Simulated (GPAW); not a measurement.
# Geometry or basis: what sets the conductance of CO in line between two W chains, part 2 of 2

Aim: the conductance of CO in line between two W chains after relaxation, and whether geometry, basis or functional moves it most.

GPAW 26.7.0; GPAW LCAO, PAW setups; relaxation of the junction within the symmetry of its start, lead ends held (the session's first sound run).

So far, transmission at the Fermi level (one spin): step 3 (double-zeta polarised basis) 1.39; step 4 (basis szp(dzp)) 1.41.

## (5) Minimal basis

One function for each valence shell of the setup, as for a first survey of a large system.

run.py

```python
import json
import numpy as np
from ase import Atoms
from ase.transport.calculators import TransportCalculator
from gpaw import GPAW, FermiDirac
from gpaw.lcao.tools import get_lcao_hamiltonian
from scipy.linalg import eigh

# The junction with lead layers at both ends, along the third cell vector
device = Atoms(
    ['W', 'W', 'W', 'W', 'W', 'W', 'W', 'W', 'C', 'O', 'W', 'W', 'W', 'W', 'W', 'W', 'W', 'W'],
    positions=[
        [4.50000, 4.50000, 1.12500],
        [4.50000, 4.50000, 3.37500],
        [4.50000, 4.50000, 5.62500],
        [4.50000, 4.50000, 7.87500],
        [4.50000, 4.50000, 10.12500],
        [4.50000, 4.50000, 12.37500],
        [4.50000, 4.50000, 14.62500],
        [4.50000, 4.50000, 16.74571],
        [4.50000, 4.50000, 18.53793],
        [4.50000, 4.50000, 19.75234],
        [4.50000, 4.50000, 21.60751],
        [4.50000, 4.50000, 23.67070],
        [4.50000, 4.50000, 25.92070],
        [4.50000, 4.50000, 28.17070],
        [4.50000, 4.50000, 30.42070],
        [4.50000, 4.50000, 32.67070],
        [4.50000, 4.50000, 34.92070],
        [4.50000, 4.50000, 37.17070]],
    cell=[[9.0, 0.0, 0.0], [0.0, 9.0, 0.0], [0.0, 0.0, 38.2957]],
    pbc=True)

# One principal layer of the lead: the first 5 atoms of the device
lead = Atoms(
    ['W', 'W', 'W', 'W', 'W'],
    positions=[
        [4.50000, 4.50000, 1.12500],
        [4.50000, 4.50000, 3.37500],
        [4.50000, 4.50000, 5.62500],
        [4.50000, 4.50000, 7.87500],
        [4.50000, 4.50000, 10.12500]],
    cell=[[9.0, 0.0, 0.0], [0.0, 9.0, 0.0], [0.0, 0.0, 11.25]],
    pbc=True)

settings = dict(mode='lcao', basis='sz(dzp)', xc='PBE', h=0.18,
                occupations=FermiDirac(0.1), maxiter=250,
                mixer=dict(beta=0.1, nmaxold=8, weight=100.0),
                convergence=dict(density=0.0001))
energies = np.arange(-2, 2 + 1e-9, 0.025)
eta = 0.0001
n1, n2 = 1, 1
# k and -k transmit alike, so half of the mesh across the current serves
mesh = [(i, j) for i in range(n1) for j in range(n2) if (i, j) <= (-i % n1, -j % n2)]
weights = np.array([1 if (i, j) == (-i % n1, -j % n2) else 2 for i, j in mesh]) / (n1 * n2)


def ground_state(atoms, size, txt):
    atoms.calc = GPAW(kpts={'size': size, 'gamma': True}, symmetry={'tolerance': 1e-3}, txt=txt, **settings)
    atoms.get_potential_energy()
    return atoms.calc.get_fermi_level()


def blocks(atoms, fermi, points, nz, cells):
    """H - E_F S and S between cell 0 and the cells above it, at each point across the current."""
    kz = np.arange(nz) / nz
    calc = atoms.calc.fixed_density(kpts=[(*k, z) for k in points for z in kz], symmetry='off', txt=None)
    H, S = get_lcao_hamiltonian(calc)
    H = (H - fermi * S).reshape(len(H), len(points), nz, *S.shape[1:])
    S = S.reshape(H.shape[1:])
    phases = [np.exp(-2j * np.pi * kz * R) / nz for R in cells]
    return [(np.einsum('skzij,z->ksij', H, p), np.einsum('kzij,z->kij', S, p)) for p in phases]


def pair(a, b):
    return np.block([[a, b], [b.T.conj(), a]])


def count_channels(h, s, cells, nk=240):
    """Half the number of times that the lead's bands cross each energy, unfolded to its shortest repeat."""
    b = len(h) // cells
    bands = []
    for k in (np.arange(nk + 1) + 0.5) / nk:
        hk, sk = h[:b, :b].copy(), s[:b, :b].copy()
        for R in range(1, cells):
            phase, block = np.exp(2j * np.pi * k * R), slice(R * b, (R + 1) * b)
            hk += h[:b, block] * phase + (h[:b, block] * phase).T.conj()
            sk += s[:b, block] * phase + (s[:b, block] * phase).T.conj()
        w, u = eigh(sk)
        x = u[:, w > 1e-5] / w[w > 1e-5]**0.5  # drop near-dependent combinations
        bands.append(np.r_[eigh(x.T.conj() @ hk @ x, eigvals_only=True), [1e9] * (w <= 1e-5).sum()])
    below = np.array(bands)[:, :, None] < energies
    return (below[1:] != below[:-1]).sum((0, 1)) / 2


fermi_lead = ground_state(lead, (1, 1, 10), 'lead.txt')
fermi_device = ground_state(device, (1, 1, 2), 'device.txt')
T, channels, eigen, tail, misfit, shifts = [], [], [], 0.0, 0.0, []
for first in range(0, len(mesh), 342):
    points = [(i / n1, j / n2) for i, j in mesh[first:first + 342]]
    (H0k, S0k), (H1k, S1k), (H2k, _) = blocks(lead, fermi_lead, points, 5, range(3))
    [(Hk, Sk)] = blocks(device, fermi_device, points, 2, [0])
    tail = max(tail, abs(H2k).max())
    for H0, S0, H1, S1, H, S in zip(H0k, S0k, H1k, S1k, Hk, Sk):
        n = len(S0)
        # Shift the lead onto the potential of the device's first layer
        shift = ((H[:, 0, 0] - H0[:, 0, 0]) / S0[0, 0]).real.mean()
        shifts.append(shift)
        misfit = max(misfit, abs(H[:, :n, :n] - H0 - shift * S0).max())
        Tk, Ck, Ek = [], [], []
        for s in range(len(H)):
            t = s % len(H0)  # a lead without moments serves both spins
            h1, s1 = pair(H0[t] + shift * S0, H1[t] + shift * S1), pair(S0, S1)
            leads = dict(h1=h1, s1=s1, energies=energies, eta=eta, eta1=eta, eta2=eta)
            calc = TransportCalculator(h=H[s], s=S, eigenchannels=3, **leads)
            Tk.append(calc.get_transmission())
            Ek.append(np.sort(calc.eigenchannels_ne, axis=0)[::-1])
            Ck.append(count_channels(h1, s1, 10))
        T.append(Tk)
        channels.append(Ck)
        eigen.append(Ek)
T, channels = np.array(T), np.array(channels)
mean, open_channels = np.einsum('kse,k->se', T, weights), np.einsum('kse,k->se', channels, weights)

print(f'basis functions: device {len(S)}, principal layer {n}')
print(f'Fermi level: lead {fermi_lead:.4f} eV, device {fermi_device:.4f} eV; lead shifted by {np.mean(shifts):.4f} eV')
print(f'largest coupling past the next layer {tail:.2e} eV, largest misfit of the first layer {misfit:.3f} eV')
print('  E-E_F (eV)   ' + 'T (one spin)  channels')
for e, t, c in zip(energies, mean.T, open_channels.T):
    print(f'{e:10.3f}  ', *[f'{x:11.4e}' for x in t], *[f'{x:9.4f}' for x in c])

kT = 8.617333e-5 * 300
fine = np.linspace(energies[0], energies[-1], 4001)
both = np.exp(np.interp(fine, energies, np.log(np.maximum(mean.sum(0) * 2 / len(mean), 1e-30))))
fermi = lambda mu: 1 / (1 + np.exp(np.clip((fine - mu) / kT, -200, 200)))
slope = fermi(0) * (1 - fermi(0)) / kT
G = np.trapezoid(both * slope, fine) / 2
seebeck = -np.trapezoid(both * slope * fine, fine) / (2 * G * 300) * 1e6
print(f'conductance at 300 K: {G:.5g} G0 a cell; thermopower {seebeck:.4g} uV/K')
bias = [0.1, 0.2, 0.5, 1.0, 1.5, 2.0]
current = [38.74 * np.trapezoid(both * (fermi(V / 2) - fermi(-V / 2)), fine) for V in bias]
for V, I in zip(bias, current):
    print(f'current from the zero-bias T(E) at {V} V: {I:.5g} uA')
zero = abs(energies).argmin()
json.dump(dict(energies=energies.tolist(), T=mean.tolist(), channels=open_channels.tolist(), G=G, seebeck=seebeck,
               bias=bias, current=current, tail=tail, misfit=misfit, shift=np.mean(shifts), n_device=len(S), n_lead=n,
               fermi=[fermi_lead, fermi_device], energy=device.get_potential_energy(),
               moments=device.get_magnetic_moments().tolist(), mesh=mesh, weights=weights.tolist(),
               T_k=T[:, :, zero].tolist(), eigen=np.array(eigen[0]).tolist()), open('result.json', 'w'))
```

Launch:

```console
$ OMP_NUM_THREADS=1 OPENBLAS_NUM_THREADS=1 python run.py
```

Run time: 2.8 min. Hardware: 1 thread of Arm Neoverse V1, shared host; peak memory 2 GiB.

Numbers from this step:

```yaml
conductance: 1.443 G₀
largest_misfit_of_the_first_principal_layer: 0.05253 eV
shift_that_aligns_the_lead: -0.003664 eV
basis_functions_of_the_junction: 216
basis_functions_of_a_principal_layer: 65
transmission_at_the_fermi_level_one_spin: 1.445
```

One spin. Transmission, zone mean against energy, zero at the Fermi level:

| energy (eV) | transmission, zone mean |
| --- | --- |
| -2.000 | 0.751 |
| -1.900 | 0.750 |
| -1.800 | 0.751 |
| -1.700 | 0.753 |
| -1.600 | 0.760 |
| -1.500 | 0.772 |
| -1.400 | 0.791 |
| -1.300 | 0.817 |
| -1.200 | 0.852 |
| -1.100 | 0.896 |
| -1.000 | 0.949 |
| -0.900 | 1.01 |
| -0.800 | 1.08 |
| -0.700 | 1.14 |
| -0.600 | 1.21 |
| -0.500 | 1.28 |
| -0.400 | 1.34 |
| -0.300 | 1.38 |
| -0.200 | 1.42 |
| -0.100 | 1.44 |
| 0.000 | 1.44 |
| 0.100 | 1.44 |
| 0.200 | 1.42 |
| 0.300 | 1.40 |
| 0.400 | 1.36 |
| 0.500 | 1.32 |
| 0.600 | 1.28 |
| 0.700 | 1.23 |
| 0.800 | 1.18 |
| 0.900 | 1.12 |
| 1.000 | 1.07 |
| 1.100 | 1.03 |
| 1.200 | 0.980 |
| 1.300 | 0.939 |
| 1.400 | 0.903 |
| 1.500 | 0.877 |
| 1.600 | 0.874 |
| 1.700 | 0.880 |
| 1.800 | 0.0837 |
| 1.900 | 0.0834 |
| 2.000 | 0.0850 |

The conductance, 1.44 G₀, lies 4.2 % above that of the dzp run.

## (6) RPBE in the dzp basis: xc = "RPBE"

Back in the dzp basis, the functional changes from PBE to RPBE, to set the spread between functionals beside that between bases.

run.py: that of step 5 with these lines changed.

```diff
@@ -45,3 +45,3 @@
 
-settings = dict(mode='lcao', basis='sz(dzp)', xc='PBE', h=0.18,
+settings = dict(mode='lcao', basis='dzp', xc='RPBE', h=0.18,
                 occupations=FermiDirac(0.1), maxiter=250,
```

Elapsed: 7.1 min, on 1 thread; peak memory 2.2 GiB.

Numbers from this step:

```
conductance                                             : 1.374 G₀
largest coupling past the next principal layer          : 7.82e-6 eV
largest misfit of the first principal layer             : 0.07465 eV
shift that aligns the lead                              : -0.004552 eV
basis functions of the junction                         : 490
basis functions of a principal layer                    : 145
transmission at the Fermi level (one spin)              : 1.375
open channels of the lead at the Fermi level (one spin) : 6
```

The conductance, 1.37 G₀, lies 0.9 % below that of the dzp run.

## (7) Without the relaxation: geometry = "as built"

The dzp basis with PBE on the structure as first built shows what the relaxation was worth.

run.py: that of step 6 with these lines changed.

```diff
@@ -19,6 +19,6 @@
         [4.50000, 4.50000, 14.62500],
-        [4.50000, 4.50000, 16.74571],
-        [4.50000, 4.50000, 18.53793],
-        [4.50000, 4.50000, 19.75234],
-        [4.50000, 4.50000, 21.60751],
+        [4.50000, 4.50000, 16.87500],
+        [4.50000, 4.50000, 18.62290],
+        [4.50000, 4.50000, 19.78290],
+        [4.50000, 4.50000, 21.42070],
         [4.50000, 4.50000, 23.67070],
@@ -45,3 +45,3 @@
 
-settings = dict(mode='lcao', basis='dzp', xc='RPBE', h=0.18,
+settings = dict(mode='lcao', basis='dzp', xc='PBE', h=0.18,
                 occupations=FermiDirac(0.1), maxiter=250,
```

It took 7.5 min on 1 thread; peak memory 2.2 GiB.

Numbers from this step:

```
conductance                                    : 1.779 G₀
largest coupling past the next principal layer : 7.88e-6 eV
largest misfit of the first principal layer    : 0.06539 eV
shift that aligns the lead                     : -0.003258 eV
transmission at the Fermi level (one spin)     : 1.779
```

The conductance, 1.78 G₀, lies 28 % above that of the dzp run.

## (8) The ladder

Times are for 1 thread of Arm Neoverse V1, shared host. The series side by side:

```
no.       run  conductance (G₀)     time  memory (GiB)
  1       dzp             1.386  6.5 min           2.2
  2       szp             1.407  3.7 min           2.1
  3        sz             1.443  2.8 min           2.0
  4  dzp RPBE             1.374  7.1 min           2.2
  5   asbuilt             1.779  7.5 min           2.2
```

## (9) Comparison

The curves are compared point by point over the common energies.

This step: comparison of transmission and cost over codes, levels and geometry (GPAW 26.7.0).

Ladder, by row:

```csv
step,code,T at the Fermi level (sum over the listed spins),conductance (G0),r.m.s. T(E) from the first,wall time (s),peak memory (GiB),threads
dzp,GPAW,1.387,1.386,0,388.2,2.21,1
szp,GPAW,1.408,1.407,0.09523,220.9,2.11,1
sz,GPAW,1.445,1.444,0.122,168.2,2.03,1
dzp-RPBE,GPAW,1.375,1.374,0.03507,428.6,2.21,1
asbuilt,GPAW,1.779,1.779,0.6665,448.9,2.21,1
```

Table of transmission, zone mean, sum over the listed spins by energy, zero at the Fermi level:

```csv
energy (eV),dzp,szp,sz,dzp-RPBE,asbuilt
-2.000,0.700,0.715,0.751,0.694,1.57
-1.800,0.697,0.713,0.751,0.689,1.60
-1.600,0.700,0.721,0.760,0.693,1.63
-1.400,0.722,0.749,0.791,0.715,1.65
-1.200,0.771,0.805,0.852,0.766,1.68
-1.000,0.856,0.895,0.949,0.851,1.71
-0.800,0.973,1.02,1.08,0.967,1.73
-0.600,1.11,1.15,1.21,1.10,1.75
-0.400,1.24,1.28,1.34,1.23,1.77
-0.200,1.34,1.37,1.42,1.33,1.78
0.000,1.39,1.41,1.44,1.38,1.78
0.075,1.39,1.41,1.44,1.38,1.78
0.100,1.39,1.41,1.44,1.38,1.78
0.200,1.38,1.40,1.42,1.37,1.77
0.400,1.34,1.35,1.36,1.33,1.75
0.600,1.26,1.28,1.28,1.26,1.72
0.800,1.18,1.18,1.18,1.17,1.70
1.000,1.09,1.09,1.07,1.08,1.68
1.200,0.998,1.01,0.980,0.998,1.66
1.400,0.914,0.950,0.903,0.917,1.63
1.600,0.796,0.941,0.874,0.780,1.58
1.800,0.114,0.0844,0.0837,0.121,0.0550
2.000,0.115,0.0868,0.0850,0.123,0.0510
```

## (10) A varied run

One more run, with changed settings.

This step: GPAW LCAO, PAW setups; Landauer transmission from Green's functions with principal layers (ASE), zero bias (GPAW 26.7.0).

run.py: that of step 7 with these lines changed.

```diff
@@ -19,6 +19,6 @@
         [4.50000, 4.50000, 14.62500],
-        [4.50000, 4.50000, 16.87500],
-        [4.50000, 4.50000, 18.62290],
-        [4.50000, 4.50000, 19.78290],
-        [4.50000, 4.50000, 21.42070],
+        [4.50000, 4.50000, 16.74571],
+        [4.50000, 4.50000, 18.53793],
+        [4.50000, 4.50000, 19.75234],
+        [4.50000, 4.50000, 21.60751],
         [4.50000, 4.50000, 23.67070],
@@ -45,4 +45,4 @@
 
-settings = dict(mode='lcao', basis='dzp', xc='PBE', h=0.18,
-                occupations=FermiDirac(0.1), maxiter=250,
+settings = dict(mode='lcao', basis='dzp', xc='PBE', h=0.4,
+                occupations=FermiDirac(0.1), maxiter=75,
                 mixer=dict(beta=0.1, nmaxold=8, weight=100.0),
```

It took 3.2 min on 1 thread; peak memory 0.67 GiB.

The run finished. A setting was moved off its sound value on purpose, so it serves as a test and not as the result.

The fault put into the input: a grid far too coarse (h = 0.4).

Side by side:

```csv
quantity,this run,sound run,difference
conductance (G₀),1.5138,1.3859,0.128
largest coupling past the next principal layer (eV),7.882e-6,7.883e-6,-7.7e-10
largest misfit of the first principal layer (eV),0.066000,0.074421,-0.00842
shift that aligns the lead (eV),0.0082261,-0.0026036,0.0108
transmission at the Fermi level (one spin),1.5156,1.3873,0.128
```

One result that differs is the transmission at the Fermi level (one spin), 1.52 against 1.39.

## (11) Outcome

```yaml
conductance: 1.39 G₀
transmission_at_the_fermi_level_mean_of_the_spins: 1.39
```

In the dzp basis the junction conducts 1.39 G₀ at 300 K, with T = 1.39 a spin at the Fermi level; the sz basis reaches that conductance within 10 %. Relaxation moved atoms by up to 0.19 Å and took the conductance from 1.78 to 1.39 G₀, as a ratio a larger change than the step from dzp to the minimal basis. At the Fermi level the three most open eigenchannels pass 0.66, 0.66 and 0.070. Measured against the first run (dzp), the nearest curve is that of dzp-RPBE (r.m.s. 0.035) and the farthest that of asbuilt (0.67). Over the compared runs wall time goes from 168 s (sz) to 449 s (asbuilt), on a shared host. The leads kept an estimated spacing and the cell its length, so the junction may be under some tension or compression. The geometry comes from the orbital basis, which tends to overbind, and kept the symmetry of the start, so a structure of lower symmetry may lie lower. The run had no spin polarisation, so a magnetic state, which chains and small molecules with open shells often have, wasn't tested. Spin-orbit coupling is left out, which matters for the heavy atoms here. An evenly spaced straight chain is an idealisation: free chains tend to dimerise, zigzag or, where a band edge lies near the Fermi level, turn magnetic. The currents use the zero-bias T(E) throughout, which holds only while the bias is small against the distance to the nearest feature. The thermopower isn't quoted: it samples T(E) farther from the Fermi level than the conductance does, and the energy grid wasn't tested for it.

[Logs are printed without paths, hosts, clocks, repeated set-up lines and the standing remarks that a program may print on its own settings, such as how far it seeks lower states.]

[Hosts, paths, dates, database ids (printed as entryN), source tags and the programs' standing remarks are cut or masked in the printed files.]
